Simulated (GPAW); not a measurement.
## Work function of 2H-TaSTe monolayer at several levels

Aim: the work function of both faces of 2H-TaSTe monolayer, and its spread over functionals and bases.

Program: GPAW 26.7.0. Level of theory: GPAW, PAW setups; layer in a repeated cell with vacuum, relaxation of atoms and in-plane cell, in the first sound run; inputs show where later runs differ. Results are calculated unless marked as measured.

Report form: the programs' logs are mostly left out.

## (1) Set-up

The cell holds 3 atoms: 1 Te, 1 Ta and 1 S. Its edges and angles: a = 3.657 Å, b = 3.657 Å, c = 21.548 Å, α = 90.0°, β = 90.0°, γ = 120.0°. Vacuum lies along c.

Coordinates:

```cif
data_structure
_symmetry_space_group_name_H-M 'P 1'
_symmetry_Int_Tables_number 1
_cell_length_a 3.6573
_cell_length_b 3.6573
_cell_length_c 21.5484
_cell_angle_alpha 90.000
_cell_angle_beta 90.000
_cell_angle_gamma 120.000
_cell_volume 249.61
loop_
_atom_site_label
_atom_site_type_symbol
_atom_site_fract_x
_atom_site_fract_y
_atom_site_fract_z
_atom_site_occupancy
Te1 Te 0.33333 0.66667 0.41766 1
Ta2 Ta 0.00000 0.00000 0.51193 1
S3 S 0.33333 0.66667 0.58234 1
```

## (2) Relaxation

The atoms are relaxed first, since the surface dipole, and with it the work function, follows the positions of the outer layers.

run.py

```python
import json
import numpy as np
from ase import Atoms
from ase.filters import FrechetCellFilter
from ase.optimize import BFGS
from gpaw import GPAW, PW

slab = Atoms(
    ['Te', 'Ta', 'S'],
    positions=[
        [-0.00000, 2.11152, 9.00000],
        [0.00000, 0.00000, 11.03135],
        [-0.00000, 2.11152, 12.54841]],
    cell=[[3.65726, 0.0, 0.0], [-1.82863, 3.16728, 0.0], [0.0, 0.0, 21.5484]],
    pbc=[True, True, True])

slab.calc = GPAW(mode=PW(600), xc='PBE', kpts={'size': (9, 9, 1), 'gamma': True},
                 occupations={'name': 'fermi-dirac', 'width': 0.05}, nbands='160%',
                 convergence={'density': 1e-05}, maxiter=200,
                 symmetry={'tolerance': 1e-3}, txt='slab.txt')
result = {}
# The in-plane cell is free; stress needs a cell that repeats along all three vectors
path = []
opt = BFGS(FrechetCellFilter(slab, mask=[1, 1, 0, 0, 0, 1]), maxstep=0.2)
opt.attach(lambda: path.append((slab.get_potential_energy(), slab.positions.tolist(), slab.get_forces().tolist())))
result['relaxed'] = bool(opt.run(fmax=0.02, steps=45))
result['path'] = path
result['cell'] = slab.cell.tolist()
print('in-plane lattice', slab.cell.cellpar().round(4)[[0, 1, 5]])
energy = slab.get_potential_energy()
fermi = slab.calc.get_fermi_level()
v = slab.calc.get_electrostatic_potential().mean((0, 1)) - fermi
n = slab.calc.get_pseudo_density().mean((0, 1))
L = slab.cell[2, 2]
z = np.arange(len(v)) * L / len(v)
low, high = slab.positions[:, 2].min(), slab.positions[:, 2].max()
below, above = np.interp([low - 6.8, high + 6.8], z, v)
slopes = [np.interp(x, z, np.gradient(v, z)) for x in (low - 6.8, high + 6.8)]
eps = np.array([[slab.calc.get_eigenvalues(k, s) for k in range(len(slab.calc.get_ibz_k_points()))]
                for s in range(slab.calc.get_number_of_spins())]) - fermi
top, bottom = eps[eps < 0].max(), eps[eps > 0].min()
dipole = slab.get_dipole_moment()[2]
print(f'energy {energy:.4f} eV, Fermi level {fermi:.4f} eV, dipole {dipole:.5f} e A')
print(f'potential 6.8 A off the faces, from the Fermi level: lower {below:.4f} eV, upper {above:.4f} eV')
print(f'slope of the potential there: lower {slopes[0]:.5f}, upper {slopes[1]:.5f} eV/A')
print(f'nearest levels on the mesh: {top:.4f} and {bottom:.4f} eV')
print('magnetic moment', round(slab.get_magnetic_moment(), 3))
result.update(energy=energy, fermi=fermi, dipole=dipole, below=below, above=above, slopes=slopes, edges=[top, bottom],
              z=z.tolist(), v=v.tolist(), n=n.tolist(), positions=slab.positions.tolist(),
              forces=slab.get_forces(apply_constraint=False).tolist(), moments=slab.get_magnetic_moments().tolist())
json.dump(result, open('result.json', 'w'))
```

Command:

```console
> OMP_NUM_THREADS=1 OPENBLAS_NUM_THREADS=1 python run.py
```

The job ended after 5.5 min (1 thread of Arm Neoverse V1, shared host; peak memory 0.34 GiB).

Numbers from this step:

| Item | Value |
| --- | --- |
| dipole along the normal | -0.04831 e·Å |
| levels nearest the Fermi level on the mesh | -0.01693, 0.1056 eV from the Fermi level |

The electrostatic potential energy of an electron (without an applied field's), less the Fermi level, planar mean by z:

| z (Å) | electrostatic potential energy of an electron (without an applied field's), less the Fermi level, planar mean (eV) |
| --- | --- |
| 0 | 5.13 |
| 1 | 5.09 |
| 2 | 5.06 |
| 3 | 5.02 |
| 4 | 4.98 |
| 5 | 4.94 |
| 6 | 4.90 |
| 7 | 4.69 |
| 8 | 1.74 |
| 9 | -20.0 |
| 10 | -3.55 |
| 11 | -18.2 |
| 12 | -8.14 |
| 13 | -1.81 |
| 14 | 5.10 |
| 15 | 5.36 |
| 16 | 5.34 |
| 17 | 5.30 |
| 18 | 5.26 |
| 19 | 5.23 |
| 20 | 5.19 |
| 21 | 5.15 |

Pseudo valence density, planar mean against z:

| z (Å) | pseudo valence density, planar mean (e/Å³) |
| --- | --- |
| 5.0 | 2.7e-5 |
| 5.5 | 1.1e-4 |
| 6.0 | 4.8e-4 |
| 6.5 | 0.00200 |
| 7.0 | 0.00840 |
| 7.5 | 0.0344 |
| 8.0 | 0.125 |
| 8.5 | 0.287 |
| 9.0 | 0.127 |
| 9.5 | 0.329 |
| 10.0 | 0.328 |
| 10.5 | 0.486 |
| 11.0 | 1.07 |
| 11.5 | 0.640 |
| 12.0 | 0.462 |
| 12.5 | 0.351 |
| 13.0 | 0.281 |
| 13.5 | 0.0877 |
| 14.0 | 0.0183 |
| 14.5 | 0.00361 |
| 15.0 | 7.2e-4 |
| 15.5 | 1.5e-4 |
| 16.0 | 3.1e-5 |

The relaxation lowered the energy of the cell by 0.339 eV (energies extrapolated to zero smearing; the optimiser's log prints free energies). The largest force left on a free atom is 0.0091 eV/Å.

## (3) The slab's potential

With the geometry fixed, the planar mean of the potential gives the vacuum level on each side.

This step: GPAW, PAW setups; slab in vacuum (GPAW 26.7.0).

The cell differs from the one that the last finished run ended in (c 21.548 → 21.365 Å).

run.py, as its differences from that of step 2:

```diff
@@ -3,4 +3,2 @@
 from ase import Atoms
-from ase.filters import FrechetCellFilter
-from ase.optimize import BFGS
 from gpaw import GPAW, PW
@@ -10,21 +8,14 @@
     positions=[
-        [-0.00000, 2.11152, 9.00000],
-        [0.00000, 0.00000, 11.03135],
-        [-0.00000, 2.11152, 12.54841]],
-    cell=[[3.65726, 0.0, 0.0], [-1.82863, 3.16728, 0.0], [0.0, 0.0, 21.5484]],
-    pbc=[True, True, True])
+        [0.00000, 2.03407, 9.00000],
+        [-0.00000, 0.00000, 10.94632],
+        [0.00000, 2.03407, 12.36513]],
+    cell=[[3.52312, 0.0, 0.0], [-1.76156, 3.05111, 0.0], [0.0, 0.0, 21.3651]],
+    pbc=[True, True, False])
 
-slab.calc = GPAW(mode=PW(600), xc='PBE', kpts={'size': (9, 9, 1), 'gamma': True},
+slab.calc = GPAW(mode=PW(400), xc='PBE', kpts={'size': (9, 9, 1), 'gamma': True},
                  occupations={'name': 'fermi-dirac', 'width': 0.05}, nbands='160%',
                  convergence={'density': 1e-05}, maxiter=200,
+                 poissonsolver={'dipolelayer': 'xy'},
                  symmetry={'tolerance': 1e-3}, txt='slab.txt')
 result = {}
-# The in-plane cell is free; stress needs a cell that repeats along all three vectors
-path = []
-opt = BFGS(FrechetCellFilter(slab, mask=[1, 1, 0, 0, 0, 1]), maxstep=0.2)
-opt.attach(lambda: path.append((slab.get_potential_energy(), slab.positions.tolist(), slab.get_forces().tolist())))
-result['relaxed'] = bool(opt.run(fmax=0.02, steps=45))
-result['path'] = path
-result['cell'] = slab.cell.tolist()
-print('in-plane lattice', slab.cell.cellpar().round(4)[[0, 1, 5]])
 energy = slab.get_potential_energy()
```

Wall time 31 s (1 thread); peak memory 0.22 GiB.

Numbers from this step:

| Item | Value |
| --- | --- |
| dipole along the normal | -0.03590 e·Å |
| levels nearest the Fermi level on the mesh | -0.01693, 0.1049 eV from the Fermi level |
| upper work function | 5.437 eV |
| lower work function | 4.838 eV |

The electrostatic potential energy of an electron (without an applied field's), less the Fermi level, planar mean by z:

| z (Å) | electrostatic potential energy of an electron (without an applied field's), less the Fermi level, planar mean (eV) |
| --- | --- |
| 0.0 | 5.14 |
| 0.5 | 4.84 |
| 1.0 | 4.84 |
| 1.5 | 4.84 |
| 2.0 | 4.84 |
| 2.5 | 4.84 |
| 3.0 | 4.84 |
| 3.5 | 4.84 |
| 4.0 | 4.84 |
| 4.5 | 4.84 |
| 5.0 | 4.84 |
| 5.5 | 4.84 |
| 6.0 | 4.82 |
| 6.5 | 4.78 |
| 7.0 | 4.60 |
| 7.5 | 3.85 |
| 8.0 | 0.871 |
| 8.5 | -9.09 |
| 9.0 | -20.6 |
| 9.5 | -9.82 |
| 10.0 | -3.59 |
| 10.5 | -11.0 |
| 11.0 | -18.2 |
| 11.5 | -9.51 |
| 12.0 | -9.55 |
| 12.5 | -13.2 |
| 13.0 | -0.175 |
| 13.5 | 4.26 |
| 14.0 | 5.20 |
| 14.5 | 5.39 |
| 15.0 | 5.43 |
| 15.5 | 5.44 |
| 16.0 | 5.44 |
| 16.5 | 5.44 |
| 17.0 | 5.44 |
| 17.5 | 5.44 |
| 18.0 | 5.44 |
| 18.5 | 5.44 |
| 19.0 | 5.44 |
| 19.5 | 5.44 |
| 20.0 | 5.44 |
| 20.5 | 5.44 |
| 21.0 | 5.41 |

Pseudo valence density, planar mean against z:

| z (Å) | pseudo valence density, planar mean (e/Å³) |
| --- | --- |
| 5 | 3.8e-5 |
| 6 | 6.3e-4 |
| 7 | 0.0109 |
| 8 | 0.154 |
| 9 | 0.114 |
| 10 | 0.327 |
| 11 | 1.05 |
| 12 | 0.452 |
| 13 | 0.241 |
| 14 | 0.0142 |
| 15 | 5.5e-4 |
| 16 | 2.4e-5 |

The potential is flat to 5.8e-5 eV/Å where it is read, so the vacuum is wide enough.

## (4) Self-consistent run: xc = "vdW-DF2"

The same geometry under vdW-DF2, to see how far the functional moves the levels against the vacuum (the van der Waals functionals take revPBE setups).

run.py, as its differences from that of step 3:

```diff
@@ -14,3 +14,3 @@
 
-slab.calc = GPAW(mode=PW(400), xc='PBE', kpts={'size': (9, 9, 1), 'gamma': True},
+slab.calc = GPAW(mode=PW(400), xc='vdW-DF2', kpts={'size': (9, 9, 1), 'gamma': True},
                  occupations={'name': 'fermi-dirac', 'width': 0.05}, nbands='160%',
```

Elapsed: 42 s, on 1 thread; peak memory 0.39 GiB.

Numbers from this step:

```
dipole along the normal                    : -0.03738 e·Å
levels nearest the Fermi level on the mesh : -0.006083, 0.09550 eV from the Fermi level
upper work function                        : 5.753 eV
lower work function                        : 5.129 eV
```

Electrostatic potential energy of an electron (without an applied field's), less the Fermi level, planar mean against z:

| z (Å) | electrostatic potential energy of an electron (without an applied field's), less the Fermi level, planar mean (eV) |
| --- | --- |
| 0 | 5.44 |
| 1 | 5.13 |
| 2 | 5.13 |
| 3 | 5.13 |
| 4 | 5.13 |
| 5 | 5.13 |
| 6 | 5.11 |
| 7 | 4.83 |
| 8 | 0.900 |
| 9 | -20.7 |
| 10 | -3.87 |
| 11 | -18.5 |
| 12 | -9.60 |
| 13 | -0.0704 |
| 14 | 5.48 |
| 15 | 5.74 |
| 16 | 5.75 |
| 17 | 5.75 |
| 18 | 5.75 |
| 19 | 5.75 |
| 20 | 5.75 |
| 21 | 5.72 |

The pseudo valence density, planar mean by z:

| z (Å) | pseudo valence density, planar mean (e/Å³) |
| --- | --- |
| 0.00 | 0 |
| 0.64 | 0 |
| 1.07 | 0 |
| 1.71 | 0 |
| 2.35 | 0 |
| 2.78 | 0 |
| 3.42 | 1.1e-6 |
| 4.06 | 5.7e-6 |
| 4.49 | 1.5e-5 |
| 5.13 | 7.4e-5 |
| 5.77 | 4.3e-4 |
| 6.20 | 0.00136 |
| 6.84 | 0.00758 |
| 7.48 | 0.0415 |
| 7.91 | 0.121 |
| 8.55 | 0.296 |
| 9.19 | 0.188 |
| 9.61 | 0.366 |
| 10.26 | 0.375 |
| 10.90 | 1.08 |
| 11.54 | 0.532 |
| 11.96 | 0.462 |
| 12.61 | 0.355 |
| 13.25 | 0.136 |
| 13.67 | 0.0393 |
| 14.31 | 0.00547 |
| 14.96 | 7.5e-4 |
| 15.38 | 2.0e-4 |
| 16.02 | 2.8e-5 |
| 16.66 | 3.8e-6 |
| 17.09 | 0 |
| 17.73 | 1.1e-6 |
| 18.37 | 0 |
| 18.80 | 0 |
| 19.44 | 0 |
| 20.08 | 0 |
| 20.51 | 0 |
| 21.15 | 0 |

Force by atom:

| atom | x (eV/Å) | y (eV/Å) | z (eV/Å) | size |
| --- | --- | --- | --- | --- |
| Te1 | 0.000 | 0.000 | -0.831 | 0.831 |
| Ta2 | 0.000 | 0.000 | 0.161 | 0.161 |
| S3 | 0.000 | 0.000 | 0.670 | 0.670 |

The upper face's work function is 5.753 eV, against 5.437 eV in the first plane-wave PBE run at this geometry.

## (5) Self-consistent run: xc = "LDA"

The same geometry under LDA, to see how far the functional moves the levels against the vacuum.

run.py, as its differences from that of step 4:

```diff
@@ -14,3 +14,3 @@
 
-slab.calc = GPAW(mode=PW(400), xc='vdW-DF2', kpts={'size': (9, 9, 1), 'gamma': True},
+slab.calc = GPAW(mode=PW(400), xc='LDA', kpts={'size': (9, 9, 1), 'gamma': True},
                  occupations={'name': 'fermi-dirac', 'width': 0.05}, nbands='160%',
```

It took 29 s on 1 thread; peak memory 0.2 GiB.

This step gave:

- dipole along the normal: -0.03254 e·Å
- levels nearest the Fermi level on the mesh: -0.007689, 0.09767 eV from the Fermi level
- upper work function: 5.676 eV
- lower work function: 5.133 eV

Table of electrostatic potential energy of an electron (without an applied field's), less the Fermi level, planar mean by z:

| z (Å) | electrostatic potential energy of an electron (without an applied field's), less the Fermi level, planar mean (eV) |
| --- | --- |
| 0 | 5.40 |
| 1 | 5.13 |
| 2 | 5.13 |
| 3 | 5.13 |
| 4 | 5.13 |
| 5 | 5.13 |
| 6 | 5.12 |
| 7 | 4.90 |
| 8 | 1.19 |
| 9 | -20.3 |
| 10 | -3.24 |
| 11 | -17.9 |
| 12 | -9.24 |
| 13 | 0.0374 |
| 14 | 5.44 |
| 15 | 5.67 |
| 16 | 5.68 |
| 17 | 5.68 |
| 18 | 5.68 |
| 19 | 5.68 |
| 20 | 5.68 |
| 21 | 5.65 |

The upper face's work function is 5.676 eV, against 5.437 eV in the first plane-wave PBE run at this geometry.

## (6) Self-consistent run: xc = "revPBE"

The same geometry under revPBE, to see how far the functional moves the levels against the vacuum.

run.py, as its differences from that of step 5:

```diff
@@ -14,3 +14,3 @@
 
-slab.calc = GPAW(mode=PW(400), xc='LDA', kpts={'size': (9, 9, 1), 'gamma': True},
+slab.calc = GPAW(mode=PW(400), xc='revPBE', kpts={'size': (9, 9, 1), 'gamma': True},
                  occupations={'name': 'fermi-dirac', 'width': 0.05}, nbands='160%',
```

Wall time 31 s (1 thread); peak memory 0.22 GiB.

Numbers from this step:

```
dipole along the normal                    : -0.03690 e·Å
levels nearest the Fermi level on the mesh : -0.01873, 0.1077 eV from the Fermi level
upper work function                        : 5.345 eV
lower work function                        : 4.729 eV
```

The electrostatic potential energy of an electron (without an applied field's), less the Fermi level, planar mean by z:

| z (Å) | electrostatic potential energy of an electron (without an applied field's), less the Fermi level, planar mean (eV) |
| --- | --- |
| 0.0 | 5.04 |
| 0.5 | 4.73 |
| 1.0 | 4.73 |
| 1.5 | 4.73 |
| 2.0 | 4.73 |
| 2.5 | 4.73 |
| 3.0 | 4.73 |
| 3.5 | 4.73 |
| 4.0 | 4.73 |
| 4.5 | 4.73 |
| 5.0 | 4.73 |
| 5.5 | 4.73 |
| 6.0 | 4.72 |
| 6.5 | 4.67 |
| 7.0 | 4.49 |
| 7.5 | 3.75 |
| 8.0 | 0.788 |
| 8.5 | -9.17 |
| 9.0 | -20.7 |
| 9.5 | -9.90 |
| 10.0 | -3.67 |
| 10.5 | -11.0 |
| 11.0 | -18.3 |
| 11.5 | -9.59 |
| 12.0 | -9.62 |
| 12.5 | -13.3 |
| 13.0 | -0.242 |
| 13.5 | 4.18 |
| 14.0 | 5.11 |
| 14.5 | 5.30 |
| 15.0 | 5.34 |
| 15.5 | 5.34 |
| 16.0 | 5.35 |
| 16.5 | 5.35 |
| 17.0 | 5.35 |
| 17.5 | 5.35 |
| 18.0 | 5.35 |
| 18.5 | 5.35 |
| 19.0 | 5.35 |
| 19.5 | 5.35 |
| 20.0 | 5.35 |
| 20.5 | 5.35 |
| 21.0 | 5.31 |

The upper face's work function is 5.345 eV, against 5.437 eV in the first plane-wave PBE run at this geometry.

## (7) Self-consistent run: xc = "RPBE"

The same geometry under RPBE, to see how far the functional moves the levels against the vacuum.

run.py, as its differences from that of step 6:

```diff
@@ -14,3 +14,3 @@
 
-slab.calc = GPAW(mode=PW(400), xc='revPBE', kpts={'size': (9, 9, 1), 'gamma': True},
+slab.calc = GPAW(mode=PW(400), xc='RPBE', kpts={'size': (9, 9, 1), 'gamma': True},
                  occupations={'name': 'fermi-dirac', 'width': 0.05}, nbands='160%',
```

The job ended after 31 s (1 thread; peak memory 0.21 GiB).

This step gave:

| Property | Result |
| --- | --- |
| dipole along the normal | -0.03743 e·Å |
| levels nearest the Fermi level on the mesh | -0.01966, 0.1084 eV from the Fermi level |
| upper work function | 5.346 eV |
| lower work function | 4.721 eV |

The upper face's work function is 5.346 eV, against 5.437 eV in the first plane-wave PBE run at this geometry.

## (8) OptPBE vdW: xc = "optPBE-vdW"

The same geometry under optPBE-vdW, to see how far the functional moves the levels against the vacuum (the van der Waals functionals take revPBE setups).

run.py, as its differences from that of step 7:

```diff
@@ -14,3 +14,3 @@
 
-slab.calc = GPAW(mode=PW(400), xc='RPBE', kpts={'size': (9, 9, 1), 'gamma': True},
+slab.calc = GPAW(mode=PW(400), xc='optPBE-vdW', kpts={'size': (9, 9, 1), 'gamma': True},
                  occupations={'name': 'fermi-dirac', 'width': 0.05}, nbands='160%',
```

Elapsed: 44 s, on 1 thread; peak memory 0.39 GiB.

This step gave:

```yaml
dipole_along_the_normal: -0.03642 e·Å
levels_nearest_the_fermi_level_on_the_mesh: -0.01367, 0.1005 eV from the Fermi level
upper_work_function: 5.643 eV
lower_work_function: 5.036 eV
```

The electrostatic potential energy of an electron (without an applied field's), less the Fermi level, planar mean by z:

| z (Å) | electrostatic potential energy of an electron (without an applied field's), less the Fermi level, planar mean (eV) |
| --- | --- |
| 0.0 | 5.34 |
| 0.5 | 5.04 |
| 1.0 | 5.04 |
| 1.5 | 5.04 |
| 2.0 | 5.04 |
| 2.5 | 5.04 |
| 3.0 | 5.04 |
| 3.5 | 5.04 |
| 4.0 | 5.04 |
| 4.5 | 5.04 |
| 5.0 | 5.03 |
| 5.5 | 5.03 |
| 6.0 | 5.02 |
| 6.5 | 4.96 |
| 7.0 | 4.76 |
| 7.5 | 3.97 |
| 8.0 | 0.936 |
| 8.5 | -9.07 |
| 9.0 | -20.6 |
| 9.5 | -9.84 |
| 10.0 | -3.63 |
| 10.5 | -11.0 |
| 11.0 | -18.3 |
| 11.5 | -9.51 |
| 12.0 | -9.53 |
| 12.5 | -13.2 |
| 13.0 | -0.0964 |
| 13.5 | 4.39 |
| 14.0 | 5.38 |
| 14.5 | 5.59 |
| 15.0 | 5.63 |
| 15.5 | 5.64 |
| 16.0 | 5.64 |
| 16.5 | 5.64 |
| 17.0 | 5.64 |
| 17.5 | 5.64 |
| 18.0 | 5.64 |
| 18.5 | 5.64 |
| 19.0 | 5.64 |
| 19.5 | 5.64 |
| 20.0 | 5.64 |
| 20.5 | 5.64 |
| 21.0 | 5.61 |

The upper face's work function is 5.643 eV, against 5.437 eV in the first plane-wave PBE run at this geometry.

## (9) Real-space grid: mode = "fd"

A real-space grid is a second complete basis, so it checks the plane-wave result.

run.py, as its differences from that of step 8:

```diff
@@ -3,3 +3,3 @@
 from ase import Atoms
-from gpaw import GPAW, PW
+from gpaw import GPAW
 
@@ -14,3 +14,3 @@
 
-slab.calc = GPAW(mode=PW(400), xc='optPBE-vdW', kpts={'size': (9, 9, 1), 'gamma': True},
+slab.calc = GPAW(mode='fd', h=0.18, xc='PBE', kpts={'size': (9, 9, 1), 'gamma': True},
                  occupations={'name': 'fermi-dirac', 'width': 0.05}, nbands='160%',
```

It took 59 s on 1 thread; peak memory 0.4 GiB.

Numbers from this step:

- dipole along the normal: -0.03544 e·Å
- levels nearest the Fermi level on the mesh: -0.01675, 0.1045 eV from the Fermi level
- upper work function: 5.438 eV
- lower work function: 4.841 eV

(Continued in part 2 of 2.)

[Logs are printed without paths, hosts, clocks, repeated set-up lines and the standing remarks that a program may print on its own settings, such as how far it seeks lower states.]

[Hosts, paths, dates, database ids (printed as entryN), source tags and the programs' standing remarks are cut or masked in the printed files.]
